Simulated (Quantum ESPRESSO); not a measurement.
# PbS (Galena): zone-centre phonons

Aim: the zone-centre modes of PbS (Galena).

Program: Quantum ESPRESSO 7.5. Level of theory: DFT PBE, scalar-relativistic, plane waves, PseudoDojo norm-conserving pseudopotentials. Results are calculated unless marked as measured.

Most raw output is cut from this account.

The database entry behind the starting cell differs from later determinations by our own check (about 0.1 % short), so it need not match the best structure at ambient conditions.

## Step 1: The structure

The structure is cubic, space group Fm-3m (No. 225). The conventional cell has a = 5.931 Å, b = 5.931 Å, c = 5.931 Å, α = 90.00°, β = 90.00°, γ = 90.00°. Nearest to Pb lie 6 S at 2.97 Å. Nearest to S lie 6 Pb at 2.97 Å. Farther neighbours and most contacts between anions are not listed.

## Step 2: A probe with smearing

Before anything dear is run, a loose run with smearing shows whether this is a metal and how far the cell is from rest.

Input file probe.in:

```
&CONTROL
  calculation = 'scf'
  prefix      = 'x'
  outdir      = './tmp'
  pseudo_dir  = './pseudo'
  tprnfor     = .true.
  tstress     = .true.
  verbosity   = 'high'
/
&SYSTEM
  ibrav       = 2
  celldm(1)   = 11.20891051
  nat         = 2
  ntyp        = 2
  ecutwfc     = 68.0
  occupations = 'smearing'
  smearing    = 'gaussian'
  degauss     = 0.01
/
&ELECTRONS
  conv_thr         = 1.0d-07
  mixing_beta      = 0.7
  electron_maxstep = 100
/
ATOMIC_SPECIES
 Pb    207.2000  Pb.upf
 S      32.0600  S.upf
ATOMIC_POSITIONS crystal
 Pb     0.000000000   0.000000000   0.000000000
 S      0.500000000   0.500000000   0.500000000
K_POINTS automatic
 6 6 6 0 0 0
```

Started as:

```
$ OMP_NUM_THREADS=1 mpirun -n 4 pw.x -nk 4 -in probe.in > probe.out
```

It took 5.1 s on 4 MPI ranks of Arm Neoverse V1, shared host.

Read from the output:

* volume per atom: 26.09 Å³
* pressure: 2.237 GPa
* gap on the k-mesh: 0.3708 eV

A gap of 0.37 eV opens on this mesh, so the crystal is taken as an insulator; the start stands at 2.2 GPa.

## Step 3: Relaxing the cell and atoms

The relaxation runs at a cutoff a fifth above that of the response, since stress converges more slowly with the basis than frequencies do. Forces and stress are brought to rest with tight thresholds.

Input file relax.in:

```
&CONTROL
  calculation   = 'vc-relax'
  prefix        = 'x'
  outdir        = './tmp'
  pseudo_dir    = './pseudo'
  tprnfor       = .true.
  tstress       = .true.
  forc_conv_thr = 2.0d-05
  etot_conv_thr = 1.0d-07
  nstep         = 40
/
&SYSTEM
  ibrav       = 2
  celldm(1)   = 11.20891051
  nat         = 2
  ntyp        = 2
  ecutwfc     = 82
  occupations = 'fixed'
  nbnd        = 12
/
&ELECTRONS
  conv_thr         = 1.0d-11
  mixing_beta      = 0.7
  electron_maxstep = 100
/
&IONS
/
&CELL
  press_conv_thr = 0.2
/
ATOMIC_SPECIES
 Pb    207.2000  Pb.upf
 S      32.0600  S.upf
ATOMIC_POSITIONS crystal
 Pb     0.000000000   0.000000000   0.000000000
 S      0.500000000   0.500000000   0.500000000
K_POINTS automatic
 10 10 10 0 0 0
```

Started as:

```
$ OMP_NUM_THREADS=1 mpirun -n 4 pw.x -nk 4 -in relax.in > relax.out
```

Run time: 88 s. Hardware: 4 MPI ranks; 5.9 min of CPU time.

Relaxation path:

```csv
step,energy less that of the first step (eV),largest force (eV/Å),pressure (GPa),volume (Å³)
1,0.0000,0.0000,2.25,52.17
2,-0.0071,0.0000,1.55,52.77
3,-0.0121,0.0000,0.82,53.44
4,-0.0141,0.0000,0.04,54.22
5,-0.0141,0.0000,0.00,54.25
6,-0.0141,0.0000,0.00,54.25
7,-0.0142,0.0000,0.00,54.25
```

```csv
"conventional cell, symmetrised",before,after,change
a (Å),5.931,6.009,+1.3 %
b (Å),5.931,6.009,+1.3 %
c (Å),5.931,6.009,+1.3 %
volume (Å³/atom),26.09,27.13,+4.0 %
```

Final coordinates:

```
CELL_PARAMETERS angstrom
-3.00467 0.00000 3.00467
0.00000 3.00467 3.00467
-3.00467 3.00467 0.00000
ATOMIC_POSITIONS crystal
Pb 0.00000 0.00000 0.00000
S 0.50000 0.50000 0.50000
```

The last row of the table of steps is pw.x's closing run on a basis chosen anew for the final cell, so its energy can jump.

Read from the output:

```
volume per atom   : 27.13 Å³
pressure          : 0.001 GPa
gap on the k-mesh : 0.5036 eV
```

The volume changes by +4.0 % from the cell with which this run began.

## Step 4: Self-consistent run for the response

The response is built on this ground state, so it is converged far tighter than an energy would need. With a gap, occupations are fixed, which also allows the response to an electric field.

Input file scf.in:

```
&CONTROL
  calculation = 'scf'
  prefix      = 'x'
  outdir      = './tmp'
  pseudo_dir  = './pseudo'
  tprnfor     = .true.
  tstress     = .true.
/
&SYSTEM
  ibrav       = 2
  celldm(1)   = 11.35599363
  nat         = 2
  ntyp        = 2
  ecutwfc     = 68.0
  occupations = 'fixed'
  nbnd        = 12
/
&ELECTRONS
  conv_thr         = 1.0d-12
  mixing_beta      = 0.7
  electron_maxstep = 100
/
ATOMIC_SPECIES
 Pb    207.2000  Pb.upf
 S      32.0600  S.upf
ATOMIC_POSITIONS crystal
 Pb     0.000000000   0.000000000   0.000000000
 S      0.500000000   0.500000000   0.500000000
K_POINTS automatic
 12 12 12 0 0 0
```

Started as:

```
$ OMP_NUM_THREADS=1 mpirun -n 4 pw.x -nk 4 -in scf.in > scf.out
```

Wall time 20 s (4 MPI ranks); 81 s of CPU time.

Read from the output:

```yaml
pressure: 0.007000 GPa
```

The cell stands at 0.0070 GPa, close enough for phonons.

## Step 5: Linear response at Γ

At q = 0 one unit cell holds all displacements; symmetry groups them into irreducible representations that are solved one by one. The response to a field gives ε∞ and the Born charges, which polar modes need.

Input file ph.in:

```
phonons
&INPUTPH
  prefix = 'x'
  outdir = './tmp'
  fildyn = 'g.dyn'
  tr2_ph = 1.0d-18
  epsil  = .true.
/
0.000000000000 0.000000000000 0.000000000000
```

Started as:

```
$ OMP_NUM_THREADS=1 mpirun -n 4 ph.x -nk 4 -in ph.in > ph.out
```

Wall time 7.5 min (4 MPI ranks).

Read from the output:

```yaml
miss_of_the_charge_sum_rule: 0.001160 e
largest_acoustic_frequency_at_the_zone_centre_before_the_sum_rule: -1.93 cm⁻¹
highest_optical_zone_centre_mode_no_lo_to_term: 48.91 cm⁻¹
lowest_optical_zone_centre_mode: 48.91 cm⁻¹
mean_high_frequency_dielectric_constant: 16.07
largest_born_charge_in_size_third_of_the_trace: 4.345 e
```

Born charge (rows field, columns displacement), before the sum rule (e), principal values of the symmetric part by kind of site:

```csv
atom,atoms with these values,low,middle,high,mean
Pb1,1,4.34,4.34,4.34,4.34
S2,1,-4.34,-4.34,-4.34,-4.34
```

In full for Pb1:

```
4.34 0.00 0.00
0.00 4.34 0.00
0.00 0.00 4.34
```

High-frequency dielectric tensor:

```
16.07  0.00  0.00
 0.00 16.07  0.00
 0.00  0.00 16.07
```

The acoustic modes at Γ come out as far as 1.9 cm⁻¹ from zero, where they should vanish, a small numerical error; the Born charges miss their sum rule by 0.0012 e, which is good.

## Step 6: Modes with the sum rule

A rigid shift of the crystal must cost nothing, but grids and finite bases break this; the acoustic sum rule is imposed before the matrix is diagonalised again. With Born charges the intensities follow, and the static dielectric tensor.

Input file dynmat.in:

```
&INPUT
  fildyn = 'g.dyn'
  asr    = 'simple'
  fileig = 'dynmat.eig'
  lperm  = .true.
/
```

Started as:

```
$ dynmat.x -in dynmat.in > dynmat.out
```

Elapsed: 0.45 s, on 1 thread.

Read from the output:

* highest optical zone-centre mode (no LO-TO term): 48.95 cm⁻¹
* lowest optical zone-centre mode: 48.95 cm⁻¹
* mean static dielectric constant: 273.3

Unit eigenvectors of the mass-weighted matrix after the sum rule; no LO-TO term. Modes at Γ, with each element's share of the kinetic energy:

```csv
mode,frequency (cm⁻¹),symmetry,Pb %,S %
1,0.0,acoustic,87,13
2,0.0,acoustic,87,13
3,0.0,acoustic,87,13
4,49.0,T1u,13,87
5,49.0,T1u,13,87
6,49.0,T1u,13,87
```

Displacements in mode 5 (49.0 cm⁻¹), the largest set to 1:
```
Pb1  0.00  0.00 -0.15
S2   0.00  0.00  1.00
```

Degenerate modes summed, no LO-TO term. Infrared lines, with heights relative to the strongest:

```csv
position (cm⁻¹),lines merged,label,"IR intensity, relative"
49,3,T1u,100
```

Static dielectric tensor (ions relaxed, fixed cell):

```
273.3   0.0   0.0
  0.0 273.3   0.0
  0.0   0.0 273.3
```

The rule moves no optical mode by more than 0.1 cm⁻¹.

## Step 7: A frozen mode

The atoms are moved along one mode, by 0.015 Å at most in any Cartesian component, and the restoring forces give its frequency without the response code: a check of the response kernel of this functional.

Input file frozen.in:

```
&CONTROL
  calculation = 'scf'
  prefix      = 'x'
  outdir      = './tmp'
  pseudo_dir  = './pseudo'
  tprnfor     = .true.
/
&SYSTEM
  ibrav       = 2
  celldm(1)   = 11.35599363
  nat         = 2
  ntyp        = 2
  ecutwfc     = 68.0
  occupations = 'fixed'
  nbnd        = 12
/
&ELECTRONS
  conv_thr         = 1.0d-11
  mixing_beta      = 0.7
  electron_maxstep = 100
/
ATOMIC_SPECIES
 Pb    207.2000  Pb.upf
 S      32.0600  S.upf
ATOMIC_POSITIONS crystal
 Pb     0.000386268  -0.000386268   0.000386268
 S      0.497503883   0.502496117   0.497503883
K_POINTS automatic
 12 12 12 0 0 0
```

Started as:

```
$ OMP_NUM_THREADS=1 mpirun -n 4 pw.x -nk 4 -in frozen.in > frozen.out
```

Elapsed: 46 s, on 4 MPI ranks; 3.1 min of CPU time.

Numbers from this step:

```yaml
gap_on_the_k_mesh: 0.5061 eV
frequency_from_the_forces: 49.3 cm⁻¹
frequency_from_linear_response: 49 cm⁻¹
```

The forces give 49.3 cm⁻¹ against 49.0 cm⁻¹ from linear response after the sum rule.

## Step 8: The LO-TO splitting (1 0 0)

A longitudinal polar mode sets up a macroscopic field that stiffens it; the term hangs on the direction from which q goes to zero.

Input file dynmat.in:

```
&INPUT
  fildyn = 'g.dyn'
  asr    = 'simple'
  fileig = 'dynmat.eig'
  q(1)   = 1.0
  q(2)   = 0.0
  q(3)   = 0.0
/
```

Started as:

```
$ dynmat.x -in dynmat.in > dynmat.out
```

Wall time 0.45 s (1 thread).

This step gave:

```yaml
highest_mode_moved_by_the_lo_to_term: 201.9 cm⁻¹
```

Zone-centre frequencies as printed; negative means imaginary. Modes:

```csv
mode,frequency (cm⁻¹)
1,0
2,0
3,0
4,48.95
5,48.95
6,201.9
```

The field moves one mode, from 49 to 202 cm⁻¹; the others stay.

## Step 9: Ground state, volume × 0.94

Bonds stiffen under compression, so frequencies follow the volume; the atoms are not relaxed anew.

scf.in, as its differences from that of step 4:

```diff
@@ -10,3 +10,3 @@
   ibrav       = 2
-  celldm(1)   = 11.35599363
+  celldm(1)   = 11.12417361
   nat         = 2
```

Started as:

```
$ OMP_NUM_THREADS=1 mpirun -n 4 pw.x -nk 4 -in scf.in > scf.out
```

Wall time 22 s (4 MPI ranks); 88 s of CPU time.

Numbers from this step:

```yaml
volume_per_atom: 25.50 Å³
pressure: 3.753 GPa
gap_on_the_k_mesh: 0.2830 eV
```

## Step 10: Zone-centre response, volume × 0.94

It starts from a fresh copy of the ground state of step 9.

ph.in, as its differences from that of step 5:

```diff
@@ -4,3 +4,3 @@
   outdir = './tmp'
-  fildyn = 'g.dyn'
+  fildyn = 's.dyn'
   tr2_ph = 1.0d-18
```

Started as:

```
$ OMP_NUM_THREADS=1 mpirun -n 4 ph.x -nk 4 -in ph.in > ph.out
```

Run time: 2.8 min. Hardware: 4 MPI ranks.

The run was cut off at its time limit.

## Step 11: Ground state, volume × 0.97

scf.in, as its differences from that of step 9:

```diff
@@ -10,3 +10,3 @@
   ibrav       = 2
-  celldm(1)   = 11.12417361
+  celldm(1)   = 11.24127878
   nat         = 2
```

Started as:

```
$ OMP_NUM_THREADS=1 mpirun -n 4 pw.x -nk 4 -in scf.in > scf.out
```

It took 20 s on 4 MPI ranks; 80 s of CPU time.

Read from the output:

* volume per atom: 26.31 Å³
* pressure: 1.730 GPa
* gap on the k-mesh: 0.4003 eV

## Step 12: Linear response at Γ, volume × 0.97

It starts from a fresh copy of the ground state of step 11.

ph.in is that of step 10.

Started as:

```
$ OMP_NUM_THREADS=1 mpirun -n 4 ph.x -nk 4 -in ph.in > ph.out
```

The job ended after 2.9 min (4 MPI ranks).

The run was cut off at its time limit.

## Step 13: Ground state, volume × 1.03

scf.in, as its differences from that of step 11:

```diff
@@ -10,3 +10,3 @@
   ibrav       = 2
-  celldm(1)   = 11.24127878
+  celldm(1)   = 11.46843653
   nat         = 2
```

Started as:

```
$ OMP_NUM_THREADS=1 mpirun -n 4 pw.x -nk 4 -in scf.in > scf.out
```

Elapsed: 23 s, on 4 MPI ranks.

Numbers from this step:

```yaml
volume_per_atom: 27.94 Å³
pressure: -1.459 GPa
gap_on_the_k_mesh: 0.5944 eV
```

## Step 14: Linear response at Γ, volume × 1.03

It starts from a fresh copy of the ground state of step 13.

ph.in is that of step 12.

Started as:

```
$ OMP_NUM_THREADS=1 mpirun -n 4 ph.x -nk 4 -in ph.in > ph.out
```

The job ended after 3.1 min (4 MPI ranks).

The run was cut off at its time limit.

## Step 15: Ground state, volume × 1.06

scf.in, as its differences from that of step 13:

```diff
@@ -10,3 +10,3 @@
   ibrav       = 2
-  celldm(1)   = 11.46843653
+  celldm(1)   = 11.57871672
   nat         = 2
```

Started as:

```
$ OMP_NUM_THREADS=1 mpirun -n 4 pw.x -nk 4 -in scf.in > scf.out
```

The job ended after 23 s (4 MPI ranks; 92 s of CPU time).

Read from the output:

```yaml
volume_per_atom: 28.75 Å³
pressure: -2.708 GPa
gap_on_the_k_mesh: 0.6738 eV
```

## Step 16: Zone-centre response, volume × 1.06

It starts from a fresh copy of the ground state of step 15.

ph.in is that of step 14.

Started as:

```
$ OMP_NUM_THREADS=1 mpirun -n 4 ph.x -nk 4 -in ph.in > ph.out
```

Run time: 3.4 min. Hardware: 4 MPI ranks.

The run was cut off at its time limit.

## Step 17: What came out

```json
{
 "space group after relaxation": "Fm-3m",
 "volume per atom": "27.1 Å³",
 "gap on the k-mesh": "0.504 eV",
 "highest optical zone-centre mode (no LO-TO term)": "49.0 cm⁻¹",
 "highest mode moved by the LO-TO term (probably not converged in the k mesh)": "201.9 cm⁻¹",
 "mean high-frequency dielectric constant (probably not converged in the k mesh)": "16.1",
 "largest Born charge in size (third of the trace) (probably not converged in the k mesh)": "4.34 e",
 "mean static dielectric constant (probably not converged in the k mesh)": "273.3",
 "imaginary optical modes at the zone centre (no q mesh in this session)": "none"
}
```

What this shows: At the PBE level the optical modes of PbS (Galena) at the zone centre (no LO-TO term) lie at 49 cm⁻¹. Along the directions run, the highest mode that the macroscopic field moves lies at 202 cm⁻¹. Lattice motion raises the mean dielectric constant from 16.07 to 273.3. ε∞, the Born charges and what follows from them are probably not converged in the k mesh. The Lyddane-Sachs-Teller relation holds: (ωLO/ωTO)² is 17.01 and ε₀/ε∞ is 17.01. These are harmonic frequencies at zero temperature: anharmonic shifts and linewidths and thermal expansion are left out. Spin-orbit coupling is left out, which can matter for the heavy elements here.

[Host names and launcher messages were left out of these logs when they were recorded.]

[Logs are printed without paths, hosts, clocks, repeated set-up lines and the standing remarks that a program may print on its own settings, such as how far it seeks lower states.]

[Hosts, paths, dates, database ids (printed as entryN), source tags and the programs' standing remarks are cut or masked in the printed files.]
